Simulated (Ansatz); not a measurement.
**Starting-point dependence of the GW gap of SiC (F-43m)**

How much of the starting functional survives in the G0W0 gap of SiC (F-43m)?

Main program and level: Ansatz 0.2.0; G0W0 on several functionals, plane waves, PAW.

**1. Starting point**

The structure is cubic, space group F-43m (No. 216). The conventional cell has a = 4.358 Å, b = 4.358 Å, c = 4.358 Å, α = 90.00°, β = 90.00°, γ = 90.00°. Nearest to Si lie 4 C at 1.89 Å. Nearest to C lie 4 Si at 1.89 Å. Farther neighbours are not listed.

Structure file:

```cif
data_structure
_symmetry_space_group_name_H-M 'F-43m'
_symmetry_Int_Tables_number 216
_cell_length_a 4.3580
_cell_length_b 4.3580
_cell_length_c 4.3580
_cell_angle_alpha 90.000
_cell_angle_beta 90.000
_cell_angle_gamma 90.000
_cell_volume 82.77
loop_
_atom_site_label
_atom_site_type_symbol
_atom_site_symmetry_multiplicity
_atom_site_Wyckoff_symbol
_atom_site_fract_x
_atom_site_fract_y
_atom_site_fract_z
_atom_site_occupancy
Si1 Si 4 a 0.00000 0.00000 0.00000 1
C1 C 4 d 0.25000 0.25000 0.75000 1
```

The cell and positions come from the Crystallography Open Database and are kept as given unless a step says otherwise.

**2. G0W0 on LDA**

G0W0 replaces the xc potential by the self-energy, built once from these orbitals. Only a window of levels is corrected, while the sums run over the empty bands that the input names. This step takes hard PAW files.

This step: G0W0 on LDA, plane waves, PAW.

input.yaml

```yaml
crystal:
  lattice:
    - [0.0, 2.179, 2.179]
    - [2.179, 0.0, 2.179]
    - [2.179, 2.179, 0.0]
  atoms:
    - { symbol: Si, position: [0.0, 0.0, 0.0] }
    - { symbol: C, position: [0.25, 0.25, 0.25] }
kpoints:
  mp_grid: { grid: [10, 10, 10] }
hamiltonian:
  xc: lda
  pseudopotentials: { kind: paw, source: ansatz }
scf:
  occupations: { method: fixed }
gw:
  n_empty_bands: 185
  ecut_chi: 250
  qp_bands: [v2, c2]
  qp_kpoints: band_edges
  screening: { model: contour_deformation }
```

The run is started by

```
> ansatz run input.yaml --threads 3 --pin off --max-ram 92160MiB --backend cuda --events-out ev --progress --plain --runs-dir out --devices 1 --max-vram 13GiB
```

Numbers of over 12 decimals in the logs are rounded to 6 here.

The program printed:

```text
GPUs: using 1 of 1 available (devices: 1).
Engine: ansatz 0.2.0, x86_64-unknown-linux-gnu
Pseudopotentials: kind: paw
Pseudopotential: Si, paw, valence charge 4, recommended cutoff 460 eV (normal), Si.paw.azcp
Pseudopotential: C, paw, valence charge 4, recommended cutoff 820 eV (normal), C.paw.azcp
Functional definition: SPW92
  exchange = slater_x
  correlation = pw_c
device memory: the entry about to start is reckoned to put 0.7 GiB on a device that reports 62.1 GiB free (of which the cap on the GPU budget leaves the run 13.0 GiB)
GPU FFT provider: cuFFT
GPU libraries: cuBLAS 13.8.2, cuFFT 12.4.0, cuSOLVER 12.3.4
Crystal: 2 atoms, lattice volume = 20.692 Å³
Basis set: ecut = 820 eV, 1067 PW (Γ)
Bands: 8, of which v1, the nominal top of the filled ones, is band 4 counted from 1 (3 counted from 0)
Symmetry: 24 space group operations
Space group: F-43m (ITA 216), of the structure as read, at distance tolerance 2.7e-5 Å
k-points: 47 of 1000 (time reversal used)
Non-local potential: Si, projectors of the file, l = 0: 2, l = 1: 3, l = 2: 1
Non-local potential: C, projectors of the file, l = 0: 2, l = 1: 2
PAW form: soft (Blöchl's): semilocal exchange-correlation on the pseudo side does not see the compensation charge
PAW frozen core: Si, regenerated for the run's functional, and the local potential with it (the file was generated under x = pbe(κ = 0.804, μ = 0.219515), c = pbe(β = 0.066725))
PAW frozen core: C, regenerated for the run's functional, and the local potential with it (the file was generated under x = pbe(κ = 0.804, μ = 0.219515), c = pbe(β = 0.066725))
PAW one-centre angular grid: Si, 110 points (default); XC on 64 Gauss nodes
PAW one-centre angular grid: C, 110 points (default); XC on 64 Gauss nodes
Initial density: superposition of atomic densities (chi_scale 0.1, normalization cell, long waves kept (reshape's long-wave potential 0.00 eV rms))
Initial wavefunctions: pseudopotential atomic-orbital guess
GPU buffer pool allocated for 27000 grid points (all kernels)
GPU transforms: local potential and band sums: pruned to the plane-wave sphere, on 30×30×30
Functional: x = slater, c = lda
SCF iter   1: F=—  HF=-853.701754 eV  |F-HF|=—  |Δ(HF+E_count)|=         —  Δρ=1.39e-1  dr2=4.84e0  ethr=3.10e-3  ⟨swp⟩=4.4  Hψ=2702  notcnv=0  defer=85
preconditioner: auto → none  [insulator: Δε(μ)=3.350 eV  Ē_g=14.649 eV  n_scr=0 (ndim 8)  ℏωp=23.1 eV  f_vac=0.000  ε∞_Penn≈3.5]
SCF iter   2: F=—  HF=-852.243928 eV  |F-HF|=—  |Δ(HF+E_count)|=    1.46e0  Δρ=5.08e-2  dr2=3.60e-1  ethr=3.10e-3  ⟨swp⟩=3.1  Hψ=1256  notcnv=0  defer=79
SCF iter   3: F=—  HF=-852.134982 eV  |F-HF|=—  |Δ(HF+E_count)|=   1.09e-1  Δρ=1.90e-2  dr2=3.91e-2  ethr=3.10e-3  ⟨swp⟩=2.1  Hψ=874  notcnv=0  defer=85
SCF iter   4: F=—  HF=-852.125154 eV  |F-HF|=—  |Δ(HF+E_count)|=   9.83e-3  Δρ=1.22e-3  dr2=1.49e-4  ethr=4.88e-4  ⟨swp⟩=2.0  Hψ=469  notcnv=0  defer=87
SCF iter   5: F=—  HF=-852.125192 eV  |F-HF|=—  |Δ(HF+E_count)|=   3.86e-5  Δρ=1.84e-4  dr2=2.28e-6  ethr=1.86e-6  ⟨swp⟩=2.6  Hψ=589  notcnv=0  defer=87
SCF iter   6: F=—  HF=-852.125192 eV  |F-HF|=—  |Δ(HF+E_count)|=   1.76e-7  Δρ=2.44e-5  dr2=1.17e-7  ethr=1.25e-9  ⟨swp⟩=6.0  Hψ=2204  notcnv=0
SCF iter   7: F=-852.125192 eV  HF=-852.125192 eV  |F-HF|=7.74e-10  |Δ(HF+E_count)|=   3.38e-8  Δρ=3.04e-6  dr2=1.20e-9  ethr=1.25e-9  ⟨swp⟩=2.3  Hψ=758  notcnv=0
SCF 1 converged in 7 iterations: F = -852.125192 eV  dr2 = 1.20e-9
  greatest PAW one-centre occupation: 0.498 electrons in one spin orbital (limit 2), on the Si atom at site 0 (counted from 0), in its partial waves of l = 0
device memory: the entry about to start is reckoned to put 0.9 GiB on a device that reports 62.1 GiB free (of which the cap on the GPU budget leaves the run 13.0 GiB)
NSCF: frozen V_eff on 47 k-points, pencils in batches of 32, up to order 32
the band table was solved once the SCF had ended and its energy, with any forces and stress, was formed, with the checks that follow a solve (3444 applications of the Hamiltonian). They found nothing against the state; the energy, forces and stress were not computed again (output.eigenvalues in the input reference)
device memory: the entry about to start is reckoned to put 4.1 GiB on a device that reports 62.7 GiB free (of which the cap on the GPU budget leaves the run 13.0 GiB)
NSCF: frozen V_eff on 47 k-points
G₀W₀ screening: q 1/47
[... further progress lines ...]
device memory: the entry about to start is reckoned to put 0.3 GiB on a device that reports 53.9 GiB free (of which the cap on the GPU budget leaves the run 13.0 GiB)
NSCF: frozen V_eff on 1 k-points
device memory: the entry about to start is reckoned to put 0.3 GiB on a device that reports 53.9 GiB free (of which the cap on the GPU budget leaves the run 13.0 GiB)
NSCF: frozen V_eff on 1 k-points
SCF converged after 7 iterations
Free energy (F): -852.125192 eV
Harris-Foulkes:  -852.125192 eV  (|F-HF|=7.74e-10)
Internal energy: -852.125192 eV  (E = F + TS)
E sigma→0 (E₀):  -852.125192 eV
Fermi energy:    9.271393 eV
--- Per-component energies (eV) ---
  E_band       = 27.232946
  E_kinetic    = 150.457029
  E_local      = -112.496695  (includes V_loc(G=0)·N_el)
  E_nonlocal   = 45.101990
  E_hartree    = 31.440383
  E_xc         = -112.041828
  E_vxc        = -109.997927  (∫ρ·V_xc dr)
  E_paw        = -569.949613  (= ΣΔE_a)
  E_vpaw       = -8.712486  (= ΣTr[D̂ρ^β])
  E_aug_tail   = -0.000005  (compensation charges beyond the density's cutoff)
  E_ewald      = -284.783780
  E_core_change = 0.147327  (= ΣΔE_core)
  E_smearing   = -0.000000  (= −TS)
  E_closure    = 0.000000  (closes the sum)
  Σ components = -852.125192   (vs F -852.125192, Δ=0.00e0)
--- Band table (eV; the first three rows and the last of 47) ---
  k-point 0: bands = ["-6.0534", "9.2714", "9.2714", "9.2714", "15.5418", "16.4666", "16.4666", "16.4666"]
  k-point 1: bands = ["-5.8573", "8.2719", "9.1365", "9.1365", "15.7568", "16.7091", "16.7091", "16.7615"]
  k-point 2: bands = ["-5.2773", "6.1606", "8.8275", "8.8275", "15.4238", "17.0708", "17.0708", "17.9617"]
  k-point 46: bands = ["-0.7330", "2.1181", "4.4466", "4.6732", "13.8955", "17.1979", "19.2151", "20.3190"]
--- G₀W₀: contour deformation, 7 samples at zero and on the imaginary axis and 3 off it, 1000 q-points, 185 empty bands' worth ---
  eigenvalues of the whole cell's RPA ε∞ on this k-mesh (on a slab, of 1 + 4πα/V) = 6.7143, 6.7143, 6.7143; static W/v taken at q = 0 is 0.148937
  bands read: the sum over 189 bands ends inside a degenerate multiplet in 4 slots, whose members it reads at an even weight; the widest, k=0: bands 189 to 190 (counted from 1) at 1/2 each
  gw.qp_kpoints: band_edges: 17 of 47 stored k-points solved, in 1 pass; an edge of the gap read off the rows below is read off those points alone
    valence top: of the k-points left out ik 7 came nearest to being solved in a further pass, in band 4 (counted from 1, as in the quasiparticle table): it holds the edge there only if its correction is more favourable than any solved in that band by at least 0.623 eV; those differ by 0.184 eV
    conduction bottom: of the k-points left out ik 28 came nearest to being solved in a further pass, in band 5 (counted from 1, as in the quasiparticle table): it holds the edge there only if its correction is more favourable than any solved in that band by at least 0.636 eV; those differ by 0.254 eV
    ik  band        ε_KS         Σx   Σc(E_QP)       V_xc       Z   E_QP_lin       E_QP  E_QP is
     0     3      9.2714   -18.2026     1.6877   -15.8827  0.7873     8.6364     8.6392  root
     0     4      9.2714   -18.2026     1.6877   -15.8827  0.7873     8.6364     8.6392  root
     0     5     15.5418    -9.6872    -5.4946   -15.5730  0.7789    15.9347    15.9330  root
     0     6     16.4666    -8.1587    -5.3848   -14.2581  0.7954    17.1860    17.1812  root
     1     3      9.1365   -18.2185     1.7236   -15.8536  0.7869     8.4923     8.4952  root
     1     4      9.1365   -18.2185     1.7236   -15.8536  0.7869     8.4923     8.4952  root
     1     5     15.7568    -9.1604    -5.4448   -15.0793  0.7840    16.2332    16.2309  root
     1     6     16.7091    -8.0994    -5.4808   -14.3045  0.7925    17.4384    17.4334  root
     2     3      8.8275   -18.2889     1.8174   -15.8080  0.7857     8.1608     8.1640  root
     2     4      8.8275   -18.2889     1.8174   -15.8080  0.7857     8.1608     8.1640  root
     2     5     15.4238    -8.8613    -5.2559   -14.6669  0.7941    15.9761    15.9735  root
     2     6     17.0708    -7.7750    -5.6279   -14.1364  0.7884    17.8101    17.8043  root
     3     3      8.5100   -18.4010     1.9241   -15.7892  0.7843     7.8187     7.8224  root
     3     4      8.5100   -18.4010     1.9241   -15.7892  0.7843     7.8187     7.8224  root
     3     5     15.0108    -8.9796    -5.1371   -14.6726  0.7977    15.5692    15.5667  root
     3     6     16.9449    -7.1814    -5.5651   -13.4628  0.7917    17.6666    17.6613  root
     4     3      8.2906   -18.4992     2.0019   -15.7926  0.7831     7.5819     7.5858  root
     4     4      8.2906   -18.4992     2.0019   -15.7926  0.7831     7.5819     7.5858  root
     4     5     14.7423    -9.1115    -5.0694   -14.7364  0.7996    15.3004    15.2978  root
     4     6     16.5765    -6.8374    -5.4303   -12.9639  0.7965    17.2772    17.2727  root
     5     3      8.2138   -18.5375     2.0297   -15.7971  0.7827     7.4989     7.5030  root
     5     4      8.2138   -18.5375     2.0297   -15.7971  0.7827     7.4989     7.5030  root
     5     5     14.6526    -9.1652    -5.0477   -14.7682  0.8001    15.2104    15.2079  root
     5     6     16.4114    -6.7478    -5.3765   -12.8129  0.7982    17.1043    17.1000  root
[...]
43     3      5.4430   -17.8946     2.7355   -14.3647  0.7639     4.6404     4.6486  root
    43     4      5.4519   -18.3082     2.8817   -14.6140  0.7612     4.6305     4.6393  root
    43     5     11.7557    -7.5985    -4.2556   -12.2541  0.8108    12.1566    12.1557  root
    43     6     14.5933    -7.5871    -4.8446   -13.0691  0.8125    15.2338    15.2308  root
    46     3      4.4466   -18.0539     3.2698   -13.9701  0.7493     3.6255     3.6327  root
    46     4      4.6732   -17.5165     2.9482   -13.7833  0.7560     3.8813     3.8882  root
    46     5     13.8955    -7.5382    -4.8490   -12.9136  0.7975    14.4242    14.4218  root
    46     6     17.1979    -7.5917    -5.5745   -13.8971  0.7903    17.9343    17.9288  root
```

Elapsed: 90 s, on 1 × NVIDIA H100 80GB HBM3 (shared by 6 runs) with 3 threads of AMD EPYC 7R13 (Zen 3), shared host; peak memory 1.6 GiB.

Numbers from this step:

| Item | Value |
| --- | --- |
| bands summed | 189 |
| RPA ε∞ on this mesh (eigenvalues) | 6.714, 6.714, 6.714 |
| plane waves in the screening matrix | 169 |
| q-points in the mesh | 1000 |
| G0W0 gap on the mesh | 2.308 eV |
| k of the valence top | 0, 0, 0 |
| k of the conduction bottom | 0, -0.5, -0.5 |
| starting gap on the mesh | 1.317 eV |
| Z at the valence top | 0.7873 |
| Z at the conduction bottom | 0.8174 |
| least direct G0W0 gap on the computed points | 5.689 eV |

The gap on the mesh goes from 1.32 eV to 2.31 eV, a correction of +0.99 eV. Between the two edge states, bare exchange in place of the xc potential would open the gap by 6.75 eV, and correlation takes back 5.76 eV.

**3. G0W0 on PBE**

One-shot GW remembers its start. Another functional's orbitals and levels show by how much.

This step: G0W0 on PBE, plane waves, PAW.

input.yaml, as its differences from that of step 2:

```diff
@@ -11,3 +11,3 @@
 hamiltonian:
-  xc: lda
+  xc: pbe
   pseudopotentials: { kind: paw, source: ansatz }
```

The program printed:

```text
GPUs: using 1 of 1 available (devices: 1).
[...]
GPU FFT provider: cuFFT
GPU libraries: cuBLAS 13.8.2, cuFFT 12.4.0, cuSOLVER 12.3.4
Crystal: 2 atoms, lattice volume = 20.692 Å³
Basis set: ecut = 820 eV, 1067 PW (Γ)
Bands: 8, of which v1, the nominal top of the filled ones, is band 4 counted from 1 (3 counted from 0)
Symmetry: 24 space group operations
[...]
k-points: 47 of 1000 (time reversal used)
[...]
GPU buffer pool allocated for 27000 grid points (all kernels)
[...]
SCF iter   1: F=—  HF=-888.595592 eV  |F-HF|=—  |Δ(HF+E_count)|=         —  Δρ=1.40e-1  dr2=4.92e0  ethr=3.10e-3  ⟨swp⟩=4.9  Hψ=2701  notcnv=0  defer=85
[...]
SCF iter   7: F=-887.071282 eV  HF=-887.071282 eV  |F-HF|=2.93e-9  |Δ(HF+E_count)|=   3.40e-8  Δρ=7.18e-6  dr2=7.00e-9  ethr=1.25e-9  ⟨swp⟩=3.8  Hψ=1445  notcnv=0
SCF 1 converged in 7 iterations: F = -887.071282 eV  dr2 = 7.00e-9
[...]
NSCF: frozen V_eff on 47 k-points, pencils in batches of 32, up to order 32
[...]
NSCF: frozen V_eff on 47 k-points
G₀W₀ screening: q 1/47
[... further progress lines ...]
[...]
SCF converged after 7 iterations
Free energy (F): -887.071282 eV
[...]
Internal energy: -887.071282 eV  (E = F + TS)
E sigma→0 (E₀):  -887.071282 eV
Fermi energy:    9.506520 eV
[...]
--- Band table (eV; the first three rows and the last of 47) ---
[...]
0     3      9.5065   -18.2184     1.7395   -15.7019  0.7887     8.7253     8.7294  root
     0     4      9.5065   -18.2184     1.7395   -15.7019  0.7887     8.7253     8.7294  root
     0     5     15.7202    -9.6705    -5.4176   -15.4102  0.7820    16.0434    16.0423  root
     0     6     16.8074    -8.0819    -5.3041   -13.8582  0.7966    17.2817    17.2796  root
     1     3      9.3723   -18.2332     1.7756   -15.6694  0.7883     8.5797     8.5840  root
     1     4      9.3723   -18.2332     1.7756   -15.6694  0.7883     8.5797     8.5840  root
     1     5     15.9852    -9.2002    -5.3834   -14.9299  0.7853    16.3327    16.3315  root
     1     6     17.0510    -8.0240    -5.3979   -13.9058  0.7938    17.5370    17.5348  root
[...]
46     3      4.7086   -18.0677     3.3209   -13.7514  0.7508     3.7021     3.7133  root
    46     4      4.9291   -17.5215     3.0033   -13.5470  0.7576     3.9472     3.9579  root
    46     5     14.1928    -7.5008    -4.7812   -12.6212  0.7989    14.5330    14.5321  root
    46     6     17.5592    -7.5574    -5.4973   -13.5606  0.7916    18.0677    18.0651  root
```

It took 62 s on 1 × NVIDIA H100 80GB HBM3 (shared by 6 runs) with 3 threads; peak memory 1.6 GiB.

Numbers from this step:

| Item | Value |
| --- | --- |
| bands summed | 189 |
| RPA ε∞ on this mesh (eigenvalues) | 6.611, 6.611, 6.611 |
| plane waves in the screening matrix | 169 |
| q-points in the mesh | 1000 |
| G0W0 gap on the mesh | 2.306 eV |
| k of the valence top | 0, 0, 0 |
| k of the conduction bottom | 0, -0.5, -0.5 |
| starting gap on the mesh | 1.359 eV |
| Z at the valence top | 0.7887 |
| Z at the conduction bottom | 0.8185 |
| least direct G0W0 gap on the computed points | 5.704 eV |

Against the run with 10×10×10 mesh, 185 empty bands, screening to 250 eV, hard PAW files on LDA, the gap moves by −0.002 eV, while the start moved by +0.04 eV.

(Part 1 of 2 ends here.)

[Paths, hosts, dates, memory and timing lines, banners, echoed tables and standing remarks are left out of the program output.]

[Logs are printed without paths, hosts, clocks, repeated set-up lines and the standing remarks that a program may print on its own settings, such as how far it seeks lower states.]

[Runs of the session that timed out or met a known fault of the program may be left out.]

[Cells called generated may have been cut or substituted from an entry of the Crystallography Open Database or the Materials Project.]

[Hosts, paths, dates, database ids (printed as entryN), source tags and the programs' standing remarks are cut or masked in the printed files.]
